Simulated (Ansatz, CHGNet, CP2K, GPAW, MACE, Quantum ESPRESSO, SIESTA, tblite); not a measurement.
# Running phosphorene, 3 layers, N on P sites (72 atoms) with GPAW, part 2 of 2

How do the settings of GPAW change the result for phosphorene, 3 layers, N on P sites (72 atoms)? A plane-wave run serves as the yardstick.

Program: GPAW 26.7.0; the method stands at each step. Banners, paths, timers and routine set-up lines are dropped from the logs unmarked, and long logs keep their key lines alone; longer cuts are marked.

So far. Step 3 (PBE, grid h 0.2 Å): Against the first run (7.9 %), the force difference from the reference is 5.3 %, at 6.1 times the CPU time (on 4 against 1 cores). Step 4 (LDA, LCAO dzp, h 0.18 Å): Against the first run (7.9 %), the force difference from the reference is 6.1 %, at 0.72 times the CPU time; another functional landing nearer a PBE reference means that errors partly cancel.

### 5. PBE, LCAO szp(dzp), h 0.18 Å

Method: Kohn-Sham DFT, PBE, PAW, atomic orbitals (szp(dzp)).

run.py reads:

```python
import numpy as np
from ase.io import read
from gpaw import GPAW, FermiDirac

atoms = read("structure.xyz")
atoms.calc = GPAW(
    mode="lcao",
    basis="szp(dzp)",
    h=0.18,
    xc="PBE",
    kpts={"size": (1, 1, 1), "gamma": True},
    occupations=FermiDirac(0.05),
    maxiter=200,
    symmetry={"point_group": False},
    txt="gpaw.txt",
)
energy = atoms.get_potential_energy(force_consistent=True)
forces = atoms.get_forces()
print(f"energy {energy:.6f} eV")
print("forces (eV/A)")
for i, (a, f) in enumerate(zip(atoms, forces)):
    print(f"{i:4d} {a.symbol:2s} {f[0]:10.5f} {f[1]:10.5f} {f[2]:10.5f}")
print(f"Fermi level {atoms.calc.get_fermi_level():.4f} eV")
for k in range(len(atoms.calc.get_ibz_k_points())):
    for s in range(atoms.calc.get_number_of_spins()):
        e = atoms.calc.get_eigenvalues(kpt=k, spin=s)
        n = np.searchsorted(e, atoms.calc.get_fermi_level())
        print(f"k {k} spin {s} levels about the Fermi level:", np.round(e[max(n - 6, 0):n], 4).tolist(), "|", np.round(e[n:n + 6], 4).tolist())
```

structure.xyz reads:

```xyz
72
Lattice="10.33970 0.00000 0.00000 0.00000 9.10210 0.00000 0.00000 0.00000 29.17600" Properties=species:S:1:pos:R:3 pbc="T T T"
[... 72 atom lines left out: the same atoms as in the first run ...]
```

The run is started by

```bash
> OMP_NUM_THREADS=1 python run.py > output.txt
```

The log of the run:

```text
energy -339.093410 eV
forces (eV/A)
   0 P     0.23335    2.51883    0.44757
   1 P    -0.16536    0.55789   -0.21014
   2 N    -0.28074   -1.68345   -2.62808
   3 P     1.60965    0.43273    2.67914
   4 P    -1.18594    1.14807    0.36955
   5 P     0.43488    0.76675   -0.10425
   6 P    -0.55711    0.56554    0.03828
   7 P    -0.56013   -0.79687   -0.07503
   8 P    -1.21702    1.50435    0.35600
   9 P     0.18790    0.93727    0.04061
  10 P    -0.26004    0.10274   -0.17981
  11 P     0.06130    2.77914    0.34454
[...]
67 P    -1.53734    0.55014    2.56150
  68 P    -1.32026    0.31727   -2.10422
  69 N    -0.10395   -1.63212    1.98167
  70 P    -0.05942    0.82793   -2.32945
  71 N     0.09435    1.82770    2.24247
Fermi level -0.8415 eV
k 0 spin 0 levels about the Fermi level: [-1.7461, -1.7063, -1.6754, -1.4238, -1.2621, -1.1099] | [-0.5738, -0.3849, -0.3254, -0.3004, -0.1768, -0.1157]
```

gpaw.txt:

```text
Input parameters:
  mode=LCAO(),
  basis={'default': 'szp(dzp)'},
  h=0.18,
  kpts=MonkhorstPack(size=(1, 1, 1), gamma=True),
  maxiter=200,
  occupations=Occupations(name='fermi-dirac', width=0.05, fixmagmom=False),
  symmetry=Symmetry(point_group=False),
  xc=XC(name='PBE')
[... lines left out ...]
  Fermi-Dirac:
[... lines left out ...]
convergence criteria:
- Maximum [total energy] change in last 3 cyles: 0.0005 eV / valence electron
[... lines left out ...]
Converged in 24 steps
[... lines left out ...]
  Free energy:    -339.093410
[... lines left out ...]
Fermi level: -0.841
[... lines left out ...]
|          0 |       -15.374 |     2.000 |
|        ... |               |           |
|        172 |        -1.805 |     2.000 |
|        173 |        -1.767 |     2.000 |
[...]
|        187 |        -0.002 |     0.000 |
|        ... |               |           |
|        219 |         1.431 |     0.000 |
Gap: 0.536 eV
Transition (v -> c):
  (s=0, k=0, n=179, [0.00, 0.00, 0.00]) -> (s=0, k=0, n=180, [0.00, 0.00, 0.00])
No difference between direct/indirect transitions
Force computation time: 9.319  # s
timing:  # [seconds]
  Total:  156.072  # ━━━━━━━━━━━━━━━━━━━━━━━━━━━━━━━━━━━━━━━━━━━━━━━━━━━━━━━━
  Init:    11.260  # ━━━━
  SCF:    135.464  # ━━━━━━━━━━━━━━━━━━━━━━━━━━━━━━━━━━━━━━━━━━━━━━━━╸
  Forces:   9.319  # ━━━╸
```

Wall time 2.6 min (1 thread of Arm Neoverse V1, shared host); peak memory 1.9 GiB.

Compared with the plane-wave run:

```yaml
r_m_s_force_component: 1.454 eV/Å
r_m_s_difference_of_force_components: 481.3 meV/Å
longest_difference_of_force_vectors: 1261 meV/Å
force_difference_over_r_m_s_force: 30.52 %
slope_of_forces_against_the_reference_s: 0.8787
correlation_of_force_components: 0.9528
spacing_of_highest_filled_and_lowest_empty_level: 0.5361 eV
```

This is a coarse setting, run to see what it loses.

Against the first run (7.9 %), the force difference from the reference is 31 %, at 0.88 times the CPU time, with 648 basis functions against 936: the smaller basis costs accuracy.

### 6. PBE, LCAO dzp, h 0.18 Å, other mixer settings

Method: Kohn-Sham DFT, PBE, PAW, atomic orbitals (dzp).

Changes to run.py since step 5:

```diff
@@ -2,3 +2,3 @@
 from ase.io import read
-from gpaw import GPAW, FermiDirac
+from gpaw import GPAW, FermiDirac, Mixer
 
@@ -7,3 +7,3 @@
     mode="lcao",
-    basis="szp(dzp)",
+    basis="dzp",
     h=0.18,
@@ -12,2 +12,3 @@
     occupations=FermiDirac(0.05),
+    mixer=Mixer(0.03, 7, 100),
     maxiter=200,
```

structure.xyz is that of step 5.

The log of the run:

```text
energy -352.818165 eV
forces (eV/A)
   0 P     0.17354    2.59229   -0.06848
   1 P    -0.23002    0.01425    0.35514
   2 N    -0.25909   -1.87957   -2.74417
   3 P     1.20400    0.95737    2.70797
   4 P    -0.85685    1.34300   -0.13293
   5 P     0.33332   -0.04806    0.43048
   6 P    -0.41091   -0.14490   -0.42791
   7 P    -0.51820   -0.15437    0.31798
   8 P    -0.98381    1.87043   -0.13570
   9 P     0.21979    0.20809    0.57923
  10 P    -0.19225   -0.47066   -0.70729
  11 P     0.10889    2.87837    0.80541
[...]
67 P    -1.17463    1.02544    2.68511
  68 P    -1.03439    0.80764   -2.26122
  69 N    -0.18802   -1.80489    2.26137
  70 P    -0.07030   -0.00640   -2.42958
  71 N     0.05844    2.01428    2.48633
Fermi level -0.8272 eV
k 0 spin 0 levels about the Fermi level: [-1.6498, -1.6377, -1.5975, -1.3496, -1.2006, -1.0353] | [-0.6194, -0.4275, -0.3802, -0.3334, -0.2072, -0.1885]
```

gpaw.txt:

```text
Input parameters:
  mode=LCAO(),
  basis={'default': 'dzp'},
  h=0.18,
  kpts=MonkhorstPack(size=(1, 1, 1), gamma=True),
  maxiter=200,
  mixer=Pulay(name='pulay', nmaxold=7, beta=0.03, weight=100, sigma=0.015, g_ss=None),
  occupations=Occupations(name='fermi-dirac', width=0.05, fixmagmom=False),
[... lines left out ...]
  Fermi-Dirac:
[... lines left out ...]
convergence criteria:
- Maximum [total energy] change in last 3 cyles: 0.0005 eV / valence electron
[... lines left out ...]
Converged in 23 steps
[... lines left out ...]
  Free energy:    -352.818165
[... lines left out ...]
Fermi level: -0.827
[... lines left out ...]
|          0 |       -15.295 |     2.000 |
|        ... |               |           |
|        172 |        -1.743 |     2.000 |
|        173 |        -1.702 |     2.000 |
[...]
|        187 |        -0.036 |     0.000 |
|        ... |               |           |
|        219 |         1.421 |     0.000 |
Gap: 0.416 eV
Transition (v -> c):
  (s=0, k=0, n=179, [0.00, 0.00, 0.00]) -> (s=0, k=0, n=180, [0.00, 0.00, 0.00])
No difference between direct/indirect transitions
Force computation time: 11.600  # s
timing:  # [seconds]
  Total:  178.317  # ━━━━━━━━━━━━━━━━━━━━━━━━━━━━━━━━━━━━━━━━━━━━━━━━━━━━━━━━
  Init:    11.383  # ━━━╸
  SCF:    155.309  # ━━━━━━━━━━━━━━━━━━━━━━━━━━━━━━━━━━━━━━━━━━━━━━━━━
  Forces:  11.601  # ━━━╸
```

It took 3 min on 1 thread; peak memory 1.7 GiB.

Against the reference:

```
r.m.s. force component                           : 1.518 eV/Å
r.m.s. difference of force components            : 124.5 meV/Å
longest difference of force vectors              : 312.7 meV/Å
force difference over r.m.s. force               : 7.895 %
slope of forces against the reference's          : 0.9599
correlation of force components                  : 0.9975
gap (highest filled to lowest empty level) : 0.4159 eV
energy less the same-level run's                 : 0 meV/atom
r.m.s. force difference from the same-level run  : 5.149 meV/Å
```

Against the first run (7.9 %), the force difference from the reference is 7.9 %, at 1.0 times the CPU time: another solver or mixer reaches the same state.

### 7. Side by side

Differences are against the plane-wave reference, forces as r.m.s. over components; share is that over the reference's r.m.s. force, slope the least-squares factor from reference forces to these. Total energies of different programs have different zeros and aren't compared.

```
                                               run  Δ force, r.m.s. (meV/Å)  share (%)  slope  cores  CPU time  memory (GiB)
                                         reference                        -          -      -      1    43 min          10.0
                      GPAW PBE, LCAO dzp, h 0.18 Å                      125       7.94  0.960      1     3 min           1.9
                            GPAW PBE, grid h 0.2 Å                     84.2       5.34  1.018      4    18 min           3.8
                      GPAW LDA, LCAO dzp, h 0.18 Å                     95.8       6.07  1.019      1   2.2 min           1.9
        GPAW PBE, LCAO szp(dzp), h 0.18 Å (coarse)                      481       30.5  0.879      1   2.6 min           1.9
GPAW PBE, LCAO dzp, h 0.18 Å, other mixer settings                      125       7.89  0.960      1     3 min           1.7
```

Rows marked coarse were listed beforehand as settings not expected to be converged; some can still land near the reference.

CPU time is summed over cores on a shared host, where runs went side by side, so it is rough. Symmetry, cutoffs, thresholds, outputs and thread counts weren't matched or tuned between programs; memory under MPI is the largest rank's times the ranks.

Within one program, basis, potentials and functional, energies share a zero. Each run against its twin at the usual cutoff or grid and solver:

```
                                               run                twin  Δ energy (meV/atom)  Δ force, r.m.s. (meV/Å)  CPU time over the twin's
GPAW PBE, LCAO dzp, h 0.18 Å, other mixer settings  LCAO dzp, h 0.18 Å                    0                     5.15                         1
```

### 8. Summary of results

```
nearest in forces : GPAW PBE, grid h 0.2 Å, 5.3 %
its CPU time      : 18 min
```

In words: PBE on plane waves or a grid with other potentials, cutoffs or grids, coarse settings apart, differs from the reference by 5.3 % (GPAW PBE, grid h 0.2 Å) of the r.m.s. force; this holds the reference's own error, so differences of a few per cent don't tell which side is nearer the exact PBE result. The PBE runs in local orbitals, coarse settings apart, differ by 7.9 % in each run; basis, grid and potentials can all enter. Rows with another functional or a dispersion term differ by 6.1 % (GPAW LDA, LCAO dzp, h 0.18 Å), which mixes the change of model with differences of basis and potentials. Runs with settings chosen to be coarse differ by 31 % (GPAW PBE, LCAO szp(dzp), h 0.18 Å), their programs' other errors included. Of the electronic-structure runs that take under half the reference's CPU time, GPAW PBE, grid h 0.2 Å comes nearest, at 5.3 % in 18 min against 43 min. The electronic-structure runs sample only Γ, in a cell whose shortest periodic width is 9 Å.

[Also dropped from logs without a mark: logging warnings of Python, and SIESTA's first energy breakdown and zero terms.]

[Logs are printed without paths, hosts, clocks, repeated set-up lines and the standing remarks that a program may print on its own settings, such as how far it seeks lower states.]

[Hosts, paths, dates, database ids (printed as entryN), source tags and the programs' standing remarks are cut or masked in the printed files.]
